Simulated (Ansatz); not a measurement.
# Work function of Mo(100): what the settings cost and change

Aim: the numerical settings behind the work function of Mo(100), with the cost of each.

Main program and level: Ansatz 0.2.0; plane-wave DFT, PBE, Ansatz PAW.

### 1. The structure

The cell holds 7 atoms: 7 Mo. Its edges and angles: a = 3.150 Å, b = 3.150 Å, c = 27.450 Å, α = 90.0°, β = 90.0°, γ = 90.0°. Vacuum lies along c.

Coordinates:

```cif
data_structure
_symmetry_space_group_name_H-M 'P 1'
_symmetry_Int_Tables_number 1
_cell_length_a 3.1500
_cell_length_b 3.1500
_cell_length_c 27.4500
_cell_angle_alpha 90.000
_cell_angle_beta 90.000
_cell_angle_gamma 90.000
_cell_volume 272.37
loop_
_atom_site_label
_atom_site_type_symbol
_atom_site_fract_x
_atom_site_fract_y
_atom_site_fract_z
_atom_site_occupancy
Mo1 Mo 0.00000 0.00000 0.32787 1
Mo2 Mo 0.50000 0.50000 0.38525 1
Mo3 Mo 0.00000 0.00000 0.44262 1
Mo4 Mo 0.50000 0.50000 0.50000 1
Mo5 Mo 0.00000 0.00000 0.55738 1
Mo6 Mo 0.50000 0.50000 0.61475 1
Mo7 Mo 0.00000 0.00000 0.67213 1
```

### 2. Slab, setting cutoff 200 eV

A work function rests on the faint tail of the density, so the SCF threshold is tight. The cutoff is raised first; then mesh and smearing are varied at the default cutoff.

input.yaml

```yaml
crystal:
  lattice:
    - [3.15, 0.0, 0.0]
    - [0.0, 3.15, 0.0]
    - [0.0, 0.0, 27.45]
  atoms:
    - { symbol: Mo, position: [0.0, 0.0, 0.3278688525] }
    - { symbol: Mo, position: [0.5, 0.5, 0.3852459016] }
    - { symbol: Mo, position: [0.0, 0.0, 0.4426229508] }
    - { symbol: Mo, position: [0.5, 0.5, 0.5] }
    - { symbol: Mo, position: [0.0, 0.0, 0.5573770492] }
    - { symbol: Mo, position: [0.5, 0.5, 0.6147540984] }
    - { symbol: Mo, position: [0.0, 0.0, 0.6721311475] }
kpoints:
  mp_grid: { grid: [13, 13, 1] }
hamiltonian:
  xc: pbe
scf:
  occupations: { method: fermi_dirac, width: 0.1 }
  convergence: { dr2_threshold: 1.0e-09 }
efield:
  axis: 3
  dipole_correction: true
  ramp_position: 0.97
  ramp_width: 0.06
basis:
  ecutwfc: "200 eV"
output:
  write_potential: true
  write_density: true
  volumetric_format: npy
  elf: true
```

Started as:

```
> ansatz run input.yaml --threads 2 --pin off --max-ram 3072MiB --backend cpu --events-out ev --progress --plain --runs-dir out
```

Numbers of over 12 decimals in the logs are rounded to 6 here.

Output:

```text
Warning: basis.ecutwfc = 200 eV is below the records' recommended 420 eV, and the density's cutoff is lower with it unless basis.ecutrho_ratio is high enough to keep the records' density cutoff: compare with a run at a higher cutoff
Engine: ansatz 0.2.0, x86_64-unknown-linux-gnu
Pseudopotentials: kind: paw
Pseudopotential: Mo, paw, valence charge 14, recommended cutoff 420 eV (normal), Mo.paw.azcp
Functional definition: PBE
  parameter kappa = 0.804
  parameter beta = 0.066725
  exchange = pbe_x(kappa = kappa, mu = beta*pi^2/3)
  correlation = pbe_c(beta = beta)
Crystal: 7 atoms, lattice volume = 272.373 Å³
Basis set: ecut = 200 eV, 1747 PW (Γ)
Bands: 59, of which v1, the nominal top of the filled ones, is band 49 counted from 1 (48 counted from 0)
Symmetry: 8 space group operations
k-points: 28 of 169
Non-local potential: Mo, projectors of the file, l = 0: 3, l = 1: 2, l = 2: 2, l = 3: 1
PAW form: soft (Blöchl's): semilocal exchange-correlation on the pseudo side does not see the compensation charge
PAW one-centre angular grid: Mo, 590 points (default); XC on 64 Gauss nodes
Initial density: superposition of atomic densities (neutral atoms: chi_scale 0, normalization atom), corrected by the library's trained network
Initial wavefunctions: pseudopotential atomic-orbital guess
Functional: x = pbe(κ = 0.804, μ = 0.219515), c = pbe(β = 0.066725)
SCF iter   1: F=—  HF=-34663.291842 eV  |F-HF|=—  |Δ(HF+E_count)|=         —  Δρ=4.66e-2  dr2=4.70e0  ethr=1.77e-3  p=0.000 e·Å  D=1.11e-13 V/Å  ΔV_dip=-0.00 eV  dr2_dipole=1.06e-7  V_vac-E_F(+/−)=3.65/3.65 eV  ⟨swp⟩=8.0  Hψ=7361  notcnv=0
efield: sawtooth ramp at fractional position 0.9700 (set: `efield.ramp_position`, or a place that a band, a saddle search or an elastic batch's reference lends), width 0.0600; the density the first Hamiltonian is built on has a dipole p = 0.000 e·Å; the dipole correction subtracts the counter field D = 1.11e-13 V/Å, which shifts the + side's vacuum level by -0.00 eV against the − side's; the planar-averaged density in the ramp window peaks in size at 1.4e-5 e/Å³
preconditioner: auto → LDOS  [metal: Δε(μ)=0.014 eV  Ē_g=3.866 eV  σ=0.100 eV  W_gap=0.04  n_scr=64 (ndim 8)  ℏωp=14.6 eV  f_vac=0.525  D(μ)=7.43/eV (n_scr^D=54)  β→1.0]
SCF iter   2: F=—  HF=-34662.467322 eV  |F-HF|=—  |Δ(HF+E_count)|=   8.25e-1  Δρ=2.15e-2  dr2=1.25e0  ethr=1.77e-3  p=0.000 e·Å  D=8.97e-6 V/Å  ΔV_dip=-0.00 eV  dr2_dipole=2.32e-7  V_vac-E_F(+/−)=4.12/4.12 eV  ⟨swp⟩=3.1  Hψ=3654  notcnv=0
SCF iter   3: F=—  HF=-34661.984213 eV  |F-HF|=—  |Δ(HF+E_count)|=   4.83e-1  Δρ=2.35e-3  dr2=2.14e-2  ethr=1.28e-3  p=0.000 e·Å  D=5.36e-6 V/Å  ΔV_dip=-0.00 eV  dr2_dipole=4.94e-11  V_vac-E_F(+/−)=4.05/4.05 eV  ⟨swp⟩=2.5  Hψ=3169  notcnv=0
SCF iter   4: F=—  HF=-34661.981500 eV  |F-HF|=—  |Δ(HF+E_count)|=   2.71e-3  Δρ=1.20e-3  dr2=8.89e-3  ethr=2.18e-5  p=0.000 e·Å  D=9.78e-6 V/Å  ΔV_dip=-0.00 eV  dr2_dipole=3.27e-9  V_vac-E_F(+/−)=4.06/4.07 eV  ⟨swp⟩=3.6  Hψ=3907  notcnv=0
SCF iter   5: F=—  HF=-34661.980352 eV  |F-HF|=—  |Δ(HF+E_count)|=   1.15e-3  Δρ=1.67e-4  dr2=1.32e-4  ethr=9.08e-6  p=0.000 e·Å  D=6.68e-6 V/Å  ΔV_dip=-0.00 eV  dr2_dipole=1.88e-9  V_vac-E_F(+/−)=4.08/4.08 eV  ⟨swp⟩=2.0  Hψ=2176  notcnv=0
SCF iter   6: F=—  HF=-34661.980327 eV  |F-HF|=—  |Δ(HF+E_count)|=   2.44e-5  Δρ=7.34e-5  dr2=4.04e-5  ethr=1.34e-7  p=0.000 e·Å  D=1.76e-6 V/Å  ΔV_dip=-0.00 eV  dr2_dipole=5.42e-9  V_vac-E_F(+/−)=4.09/4.09 eV  ⟨swp⟩=3.5  Hψ=3744  notcnv=0
SCF iter   7: F=—  HF=-34661.980326 eV  |F-HF|=—  |Δ(HF+E_count)|=   1.47e-6  Δρ=4.22e-5  dr2=1.85e-5  ethr=4.12e-8  p=0.000 e·Å  D=5.56e-8 V/Å  ΔV_dip=-0.00 eV  dr2_dipole=1.99e-11  V_vac-E_F(+/−)=4.10/4.10 eV  ⟨swp⟩=2.5  Hψ=2815  notcnv=0
SCF iter   8: F=—  HF=-34661.980327 eV  |F-HF|=—  |Δ(HF+E_count)|=   9.27e-7  Δρ=1.59e-5  dr2=1.33e-6  ethr=1.89e-8  p=-0.000 e·Å  D=-2.32e-7 V/Å  ΔV_dip=0.00 eV  dr2_dipole=1.31e-10  V_vac-E_F(+/−)=4.10/4.10 eV  ⟨swp⟩=2.0  Hψ=2130  notcnv=0
SCF iter   9: F=—  HF=-34661.980326 eV  |F-HF|=—  |Δ(HF+E_count)|=   8.90e-7  Δρ=6.55e-6  dr2=2.99e-7  ethr=1.35e-9  p=0.000 e·Å  D=5.72e-8 V/Å  ΔV_dip=-0.00 eV  dr2_dipole=3.41e-11  V_vac-E_F(+/−)=4.10/4.11 eV  ⟨swp⟩=3.1  Hψ=3238  notcnv=0
SCF iter  10: F=—  HF=-34661.980326 eV  |F-HF|=—  |Δ(HF+E_count)|=   8.41e-8  Δρ=2.05e-6  dr2=1.87e-8  ethr=3.05e-10  p=0.000 e·Å  D=4.41e-8 V/Å  ΔV_dip=-0.00 eV  dr2_dipole=1.42e-11  V_vac-E_F(+/−)=4.10/4.11 eV  ⟨swp⟩=2.8  Hψ=3162  notcnv=0
SCF iter  11: F=—  HF=-34661.980326 eV  |F-HF|=—  |Δ(HF+E_count)|=   2.14e-8  Δρ=6.88e-7  dr2=2.19e-9  ethr=1.91e-11  p=0.000 e·Å  D=2.68e-8 V/Å  ΔV_dip=-0.00 eV  dr2_dipole=1.42e-12  V_vac-E_F(+/−)=4.10/4.11 eV  ⟨swp⟩=2.9  Hψ=3389  notcnv=0
SCF iter  12: F=-34661.980326 eV  HF=-34661.980326 eV  |F-HF|=1.75e-10  |Δ(HF+E_count)|=   2.50e-9  Δρ=1.78e-7  dr2=3.04e-10  ethr=1.02e-12  p=0.000 e·Å  D=1.51e-8 V/Å  ΔV_dip=-0.00 eV  dr2_dipole=2.40e-16  V_vac-E_F(+/−)=4.10/4.11 eV  ⟨swp⟩=5.3  Hψ=4559  notcnv=0
WARN: efield: at this solve's end the planar-averaged density reaches 3.53e-5 e/Å³ inside the ramp window [0.9336, 0.0664] (bound 1e-5 e/Å³), and 2.37e-5 e/Å³ on another of its planes; by the running means of the window's planes the mean density over a ramp is at most 3.52e-5 e/Å³, which is held to the bound (the quickstart, § The vacuum guard, A window that rings); the window's nearer edge stands 7.18 Å from this so [...]
SCF 1 converged in 12 iterations: F = -34661.980326 eV  dr2 = 3.04e-10
  greatest PAW one-centre occupation: 1.029 electrons in one spin orbital (limit 2), on the Mo atom at site 0 (counted from 0), in its partial waves of l = 1
WARN: The output density's exchange-correlation potential varies sharply where the density is thin. Do not read a vacuum level from v_tot or v_xc, or from such a field of the output density. On a cell that repeats whose density bears no net charge and no dipole along the vacuum's axis use v_es (v_loc + v_h of the components); under efield.dipole_correction with no amplitude use v_es + v_field, which holds any externa [...]
SCF converged after 12 iterations
Free energy (F): -34661.980326 eV
Harris-Foulkes:  -34661.980326 eV  (|F-HF|=1.75e-10)
Internal energy: -34661.733932 eV  (E = F + TS)
E sigma→0 (E₀):  -34661.857129 eV
Entropy (-TS):   -0.246394 eV (-35.199 meV/atom)
Fermi energy:    6.148430 eV
Dipole field:    D = -0.000000 V/Å  (p = -0.000000 e·Å, saw-weighted, corrected)
Work function:   Φ+ = 4.1042 eV (in doubt: plateau slope 1.0e-2 eV/Å)   Φ− = 4.1057 eV
Levels:          The Fermi level and band energies are counted from a zero that moves with the ramp; work functions are not
Vacuum region:   at the solve's end the planar-averaged density reaches 3.53e-5 e/Å³ inside the ramp window [0.9336, 0.0664] (bound 1e-5 e/Å³), and 2.37e-5 e/Å³ on another of its planes; by the running means of the window's planes the mean density over a ramp is at most 3.52e-5 e/Å³, which is held to the bound (the quickstart, § The vacuum guard, A window that rings)
--- Per-component energies (eV) ---
  E_band       = -1871.995637
  E_kinetic    = 3088.254774
  E_local      = -149546.147015  (includes V_loc(G=0)·N_el)
  E_nonlocal   = 950.820929
  E_hartree    = 73108.047491
  E_xc         = -1280.627119
  E_vxc        = -1598.387848  (∫ρ·V_xc dr)
  E_paw        = -22384.911208  (= ΣΔE_a)
  E_vpaw       = -982.629700  (= ΣTr[D̂ρ^β])
  E_aug_tail   = 0.002037  (compensation charges beyond the density's cutoff)
  E_efield     = 0.000000  (sawtooth field / dipole correction)
  E_vefield    = 0.000000  (∫n·V_field dr)
  E_ewald      = 61402.826179
  E_smearing   = -0.246394  (= −TS)
  E_closure    = -0.000000  (closes the sum)
  Σ components = -34661.980326   (vs F -34661.980326, Δ=0.00e0)
--- Band table (eV; the first three rows and the last of 28) ---
  k-point 0: bands = [... 45 lower, 5.4434, 5.4434, 5.9026, 6.0177, 6.0177, 6.0962, 6.1231, 6.5007, ... 6 higher]
  k-point 1: bands = [... 45 lower, 5.4848, 5.5419, 5.8019, 5.8045, 5.9630, 6.0879, 6.4283, 6.5731, ... 6 higher]
  k-point 2: bands = [... 45 lower, 5.4691, 5.5481, 5.7332, 5.8711, 6.1741, 6.2609, 6.5984, 6.7930, ... 6 higher]
  k-point 27: bands = [... 45 lower, 6.2059, 6.2302, 7.6244, 7.6413, 7.9130, 7.9556, 8.0303, 8.1308, ... 6 higher]
```

Elapsed: 18 s, on 2 threads of Intel Xeon 6975P-C (Granite Rapids), shared host; peak memory 0.46 GiB; 32 s of CPU time.

Reading the cycles: dr2 is the Hartree energy of the density residual (eV), the measure of convergence; HF is the Harris–Foulkes estimate of the energy, which meets the free energy F at convergence.

This step gave:

```
energy at zero smearing   : -34661.8571 eV
work function, upper face : 4.104 eV
```

Running mean over 1.575 Å of the planar mean; the ramp of the sawtooth is left out. Electron's electrostatic potential energy less the Fermi level against z:

```
z (Å)  electron's electrostatic potential energy less the Fermi level (eV)
    4                                                                 4.06
    5                                                                 4.03
    6                                                                 3.92
    7                                                                 3.23
    8                                                                -2.55
    9                                                                -11.6
   10                                                                -12.6
   11                                                                -12.9
   12                                                                -12.9
   13                                                                -12.9
   14                                                                -12.8
   15                                                                -12.9
   16                                                                -12.9
   17                                                                -12.7
   18                                                                -12.4
   19                                                                -7.69
   20                                                                 1.93
   21                                                                 3.77
   22                                                                 4.00
   23                                                                 4.05
   24                                                                 4.08
```

Valence density in the ca plane at fractional y = 0.000, with atoms of Mo within 0.2 Å of it. It is the smooth field of the valence electrons, not physical close to the nuclei.

Values in e/Å³, 5 rows by 16 columns, each cell a mean:
```
0.2 3.8 2.1 0.3 3.2 2.7 0.3 2.6 3.3 0.3 2.0 3.9 0.2 0.0 0.0 0.0
0.1 0.5 0.4 0.3 0.5 0.5 0.3 0.4 0.5 0.3 0.4 0.5 0.1 0.0 0.0 0.0
0.1 0.2 0.3 0.2 0.3 0.3 0.3 0.3 0.3 0.2 0.3 0.2 0.1 0.0 0.0 0.0
0.1 1.2 0.7 0.3 1.1 0.9 0.3 0.9 1.1 0.3 0.7 1.2 0.1 0.0 0.0 0.0
0.3 4.7 2.6 0.3 4.1 3.4 0.3 3.3 4.1 0.3 2.6 4.8 0.3 0.0 0.0 0.0
```
Columns run along c (16.0 Å, from fractional 0.27 to 0.85 of the cell), rows up along a (3.1 Å). Atoms in or near the plane, at fractional coordinates: Mo at (0.33, 0.00), Mo at (0.44, 0.00), Mo at (0.56, 0.00), Mo at (0.67, 0.00).

ELF in the ca plane at fractional y = 0.000, with atoms of Mo within 0.2 Å of it. It is the smooth field of the valence electrons, not physical close to the nuclei.

Ten even steps from '0' (0.00) to '9' (0.71), each cell a mean:
```
01599993452698972542898942535989931000000000
01368853553368743653477634553688621000000000
12233335555432245555322345554333322100000000
22344455555554555555544555455544432100000000
12333345555543355555433455555433332100000000
02245534555344434654344335554455321000000000
01499983452599962553799943544899831000000000
01597794342796972433986952535968940000000000
```
Columns run along c (16.0 Å, from fractional 0.27 to 0.85 of the cell), rows up along a (3.1 Å). Atoms in or near the plane, at fractional coordinates: Mo at (0.33, 0.00), Mo at (0.44, 0.00), Mo at (0.56, 0.00), Mo at (0.67, 0.00).

Electrostatic potential energy in the ca plane at fractional y = 0.000, with atoms of Mo within 0.2 Å of it. With pseudopotentials it is smooth inside the atoms' cores, unlike the true potential.

Ten even steps from '0' (-76 eV) to '9' (10 eV), each cell a mean:
```
99730037998510158998400269996200479999999999
99864468999854579999744689998645789999999999
99988899999988899999988899999888999999999999
99999999999999999999999999999999999999999999
99999999999999999999999999999999999999999999
99976689999876789999866789999767899999999999
99742248999631368998521479997412589999999999
98620027998500048997300168996100379999999999
```
Columns run along c (16.0 Å, from fractional 0.27 to 0.85 of the cell; values clipped at the 3rd and 97th percentile), rows up along a (3.1 Å). Atoms in or near the plane, at fractional coordinates: Mo at (0.33, 0.00), Mo at (0.44, 0.00), Mo at (0.56, 0.00), Mo at (0.67, 0.00).

The work function is 4.104 eV. The program marks this work function as in doubt.

### 3. Slab

Edit input.yaml of step 2 so:

```diff
@@ -26,3 +26,3 @@
 basis:
-  ecutwfc: "200 eV"
+  ecutwfc: "300 eV"
 output:
@@ -31,2 +31 @@
   volumetric_format: npy
-  elf: true
```

Output:

```text
[...]
Crystal: 7 atoms, lattice volume = 272.373 Å³
Basis set: ecut = 300 eV, 3201 PW (Γ)
Bands: 59, of which v1, the nominal top of the filled ones, is band 49 counted from 1 (48 counted from 0)
Symmetry: 8 space group operations
k-points: 28 of 169
[...]
k-point 0: bands = [... 45 lower, 5.3966, 5.3966, 5.5920, 6.0208, 6.0208, 6.0944, 6.0999, 6.4453, ... 6 higher]
  k-point 1: bands = [... 45 lower, 5.5003, 5.5020, 5.7712, 5.8332, 5.8735, 6.0910, 6.4495, 6.6033, ... 6 higher]
  k-point 2: bands = [... 45 lower, 5.4513, 5.5149, 5.7101, 5.8015, 6.1658, 6.2760, 6.6341, 6.8266, ... 6 higher]
  k-point 27: bands = [... 45 lower, 6.1886, 6.2053, 7.6596, 7.6735, 7.9596, 7.9718, 8.0292, 8.0407, ... 6 higher]
[key lines of the parts left out:]
SCF converged after 11 iterations
Free energy (F): -34687.597178 eV
Fermi energy:    6.157451 eV
Dipole field:    D = 0.000000 V/Å  (p = 0.000000 e·Å, saw-weighted, corrected)
Work function:   Φ+ = 3.9550 eV   Φ− = 3.9550 eV
```

Wall time 25 s (2 threads); peak memory 0.59 GiB.

The work function is 3.955 eV, -0.149 eV from the run “cutoff 200 eV”, at 1.4 times its CPU time.

### 4. Slab

Edit input.yaml of step 3 so:

```diff
@@ -26,3 +26,3 @@
 basis:
-  ecutwfc: "300 eV"
+  ecutwfc: "420 eV"
 output:
```

Output:

```text
[...]
Crystal: 7 atoms, lattice volume = 272.373 Å³
Basis set: ecut = 420 eV, 5379 PW (Γ)
Bands: 59, of which v1, the nominal top of the filled ones, is band 49 counted from 1 (48 counted from 0)
Symmetry: 8 space group operations
k-points: 28 of 169
[...]
k-point 0: bands = [... 45 lower, 5.3965, 5.3965, 5.5888, 6.0226, 6.0226, 6.0931, 6.0984, 6.4415, ... 6 higher]
  k-point 1: bands = [... 45 lower, 5.5019, 5.5029, 5.7726, 5.8345, 5.8745, 6.0913, 6.4494, 6.6068, ... 6 higher]
  k-point 2: bands = [... 45 lower, 5.4522, 5.5154, 5.7122, 5.8030, 6.1670, 6.2773, 6.6349, 6.8287, ... 6 higher]
  k-point 27: bands = [... 45 lower, 6.1845, 6.2024, 7.6623, 7.6752, 7.9567, 7.9760, 8.0322, 8.0377, ... 6 higher]
[key lines of the parts left out:]
SCF converged after 11 iterations
Free energy (F): -34687.962851 eV
Fermi energy:    6.157770 eV
Dipole field:    D = -0.000001 V/Å  (p = -0.000001 e·Å, saw-weighted, corrected)
Work function:   Φ+ = 3.9524 eV   Φ− = 3.9524 eV
```

It took 38 s on 2 threads; peak memory 0.81 GiB.

The work function is 3.952 eV, -0.152 eV from the run “cutoff 200 eV”, at 2.2 times its CPU time.

### 5. Run

Edit input.yaml of step 4 so:

```diff
@@ -26,3 +26,3 @@
 basis:
-  ecutwfc: "420 eV"
+  ecutwfc: "600 eV"
 output:
```

Output:

```text
[...]
Crystal: 7 atoms, lattice volume = 272.373 Å³
Basis set: ecut = 600 eV, 9061 PW (Γ)
Bands: 59, of which v1, the nominal top of the filled ones, is band 49 counted from 1 (48 counted from 0)
Symmetry: 8 space group operations
k-points: 28 of 169
[...]
k-point 0: bands = [... 45 lower, 5.3966, 5.3966, 5.5890, 6.0226, 6.0226, 6.0931, 6.0984, 6.4416, ... 6 higher]
  k-point 1: bands = [... 45 lower, 5.5020, 5.5029, 5.7726, 5.8345, 5.8747, 6.0913, 6.4495, 6.6070, ... 6 higher]
  k-point 2: bands = [... 45 lower, 5.4522, 5.5154, 5.7123, 5.8031, 6.1672, 6.2773, 6.6350, 6.8289, ... 6 higher]
  k-point 27: bands = [... 45 lower, 6.1843, 6.2022, 7.6624, 7.6754, 7.9567, 7.9763, 8.0325, 8.0378, ... 6 higher]
[key lines of the parts left out:]
SCF converged after 11 iterations
Free energy (F): -34687.970320 eV
Fermi energy:    6.157799 eV
Dipole field:    D = 0.000000 V/Å  (p = 0.000000 e·Å, saw-weighted, corrected)
Work function:   Φ+ = 3.9522 eV   Φ− = 3.9522 eV
```

Wall time 60 s (2 threads); peak memory 1.2 GiB.

The work function is 3.952 eV, -0.000 eV from the run “cutoff 420 eV”, at 1.6 times its CPU time.

### 6. Run

Edit input.yaml of step 5 so:

```diff
@@ -14,3 +14,3 @@
 kpoints:
-  mp_grid: { grid: [13, 13, 1] }
+  mp_grid: { grid: [2, 2, 1] }
 hamiltonian:
@@ -25,4 +25,2 @@
   ramp_width: 0.06
-basis:
-  ecutwfc: "600 eV"
 output:
```

Output:

```text
[...]
Crystal: 7 atoms, lattice volume = 272.373 Å³
Basis set: ecut = 420 eV, 5379 PW (Γ)
Bands: 59, of which v1, the nominal top of the filled ones, is band 49 counted from 1 (48 counted from 0)
Symmetry: 8 space group operations
k-points: 3 of 4
[...]
Work function:   Φ+ = 4.5116 eV   Φ− = 4.5116 eV
[...]
--- Band table (eV) ---
  k-point 0: bands = [... 45 lower, 5.0495, 5.0495, 5.2606, 5.7396, 5.7396, 5.9780, 5.9842, 6.0628, ... 6 higher]
  k-point 1: bands = [... 45 lower, 5.1722, 5.4133, 5.5889, 5.7326, 5.9728, 6.2543, 6.4917, 6.9061, ... 6 higher]
  k-point 2: bands = [... 45 lower, 5.9963, 5.9963, 7.4647, 7.4735, 7.7789, 7.8951, 8.0069, 8.0069, ... 6 higher]
[key lines of the parts left out:]
SCF converged after 13 iterations
Free energy (F): -34686.166816 eV
Fermi energy:    5.970761 eV
Dipole field:    D = -0.000001 V/Å  (p = -0.000001 e·Å, saw-weighted, corrected)
```

The job ended after 3.6 s (2 threads; peak memory 0.54 GiB).

The work function is 4.512 eV, +0.559 eV from the run “cutoff 420 eV”, at 0.079 times its CPU time.

[end of part 1 of 2]

[Logs are printed without paths, hosts, clocks, repeated set-up lines and the standing remarks that a program may print on its own settings, such as how far it seeks lower states.]

[Hosts, paths, dates, database ids (printed as entryN), source tags and the programs' standing remarks are cut or masked in the printed files.]

[Maps of the electrostatic potential energy from Ansatz leave out the sawtooth potential of an applied field or a dipole correction, so their vacuum need not be flat; planar profiles and work functions include it.]
